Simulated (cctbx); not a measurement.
# Occupancies in Sm2Y3Ni2

Cell a = 15.9500 Å, b = 6.3790 Å, c = 7.1580 Å, α = 90.00°, β = 97.07°, γ = 90.00°; space group C2/c (no. 15); nominal formula Sm2Y3Ni2.

Simulated single-crystal data (cctbx): Mo Kα, λ = 0.71073 Å, to d = 0.77 Å, 50 % of the full sphere, strongest reflection 20000 counts, noise from counting, a 3 % proportional error and a noise floor of 15 counts (s.d.); no absorption, and some extinction, which the refinements don't model.

With every site full:

```text
Rint 0.024, 775 unique reflections to 0.77 A
cycle     R1     wR2    GooF  max shift (A)
   1  0.1617  0.3631  10.066   0.00334
   2  0.0532  0.1481   4.106   0.00005
final R1 0.0532 wR2 0.1481 GooF 4.106  parameters 32  data/parameter 24.2
atom        x        y        z      Ueq    occ   su(xyz)  su(Uiso or U11)
Sm1    0.08877  0.12379  0.90880   0.0102  1.000  0.00015  0.0005
Y2     0.00000  0.55585  0.75000  -0.0075  1.000  0.00028  0.0008  NPD
Y3     0.21542  0.57469  0.82358   0.0061  1.000  0.00027  0.0008
Ni1    0.10918  0.28841  0.57398   0.0087  1.000  0.00038  0.0011
difference map: max 10.17 min -2.74 rms 0.81
Q1    0.0000  0.4446  0.2500    4   10.19  0.00 A from Y2
Q2    0.0772  0.4815  0.8724    8    2.18  1.50 A from Y2
Q3    0.2071  0.4567  0.3329    8    1.93  0.25 A from Y3
Q4    0.0828  0.9937  0.3053    8    1.68  1.05 A from Sm1
Q5    0.0178  0.0285  0.6138    8    1.60  1.79 A from Sm1
Q6    0.1450  0.3765  0.5623    8    1.52  0.81 A from Ni1
```

With the occupancies of the suspect sites free, each still typed as its main element:

```text
Rint 0.024, 775 unique reflections to 0.77 A
cycle     R1     wR2    GooF  max shift (A)
   1  0.1332  0.3039   8.436   0.00110
  20  0.0187  0.0418   1.160   0.00001
final R1 0.0186 wR2 0.0415 GooF 1.152  parameters 34  data/parameter 22.8
atom        x        y        z      Ueq    occ   su(xyz)  su(Uiso or U11)
Sm1    0.08881  0.12384  0.90886   0.0081  0.907  0.00004  0.0001
Y2     0.00000  0.55584  0.75000   0.0060  1.288  0.00008  0.0003
Y3     0.21542  0.57461  0.82341   0.0081  1.000  0.00007  0.0003
Ni1    0.10911  0.28816  0.57428   0.0114  1.000  0.00010  0.0003
su of occupancy Sm1: 0.003
su of occupancy Y2: 0.005
difference map: max 0.94 min -1.32 rms 0.30
Q1    0.1863  0.0379  0.3087    8    0.97  2.06 A from Y3
Q2    0.0435  0.1745  0.5886    8    0.96  1.29 A from Ni1
Q3    0.1779  0.1139  0.6553    8    0.95  1.62 A from Ni1
Q4    0.0610  0.0897  0.0618    8    0.93  1.25 A from Sm1
Q5    0.0874  0.9953  0.3039    8    0.93  1.07 A from Sm1
Q6    0.1190  0.4463  0.3307    8    0.93  1.55 A from Y3
```

**Question.** What is the disorder?

X-rays count electrons. Sm1 refines to 0.907(0.003), or 56.2 electrons; the site truly holds 0.8 Sm and 0.2 Y, 57.4 electrons, which is 0.926 of Sm; Y2 refines to 1.288(0.005), or 50.2 electrons; the site truly holds 0.6 Y and 0.4 Sm, 48.2 electrons, which is 1.236 of Y. A value under 1 can't tell vacancies from a lighter guest, and one over 1 needs a heavier guest; chemistry or a second radiation must settle which. Occupancy correlates with U and the scale, and the two elements' form factors differ in shape, so the match is approximate.

Freeing them takes R1 from 0.0532 to 0.0186 and GooF from 4.11 to 1.15.

This is a model crystal, built by substitution and not relaxed, with assumed displacement parameters.

[Middle refinement cycles are left out of these outputs.]

[Logs are printed without paths, hosts, clocks, repeated set-up lines and the standing remarks that a program may print on its own settings, such as how far it seeks lower states.]
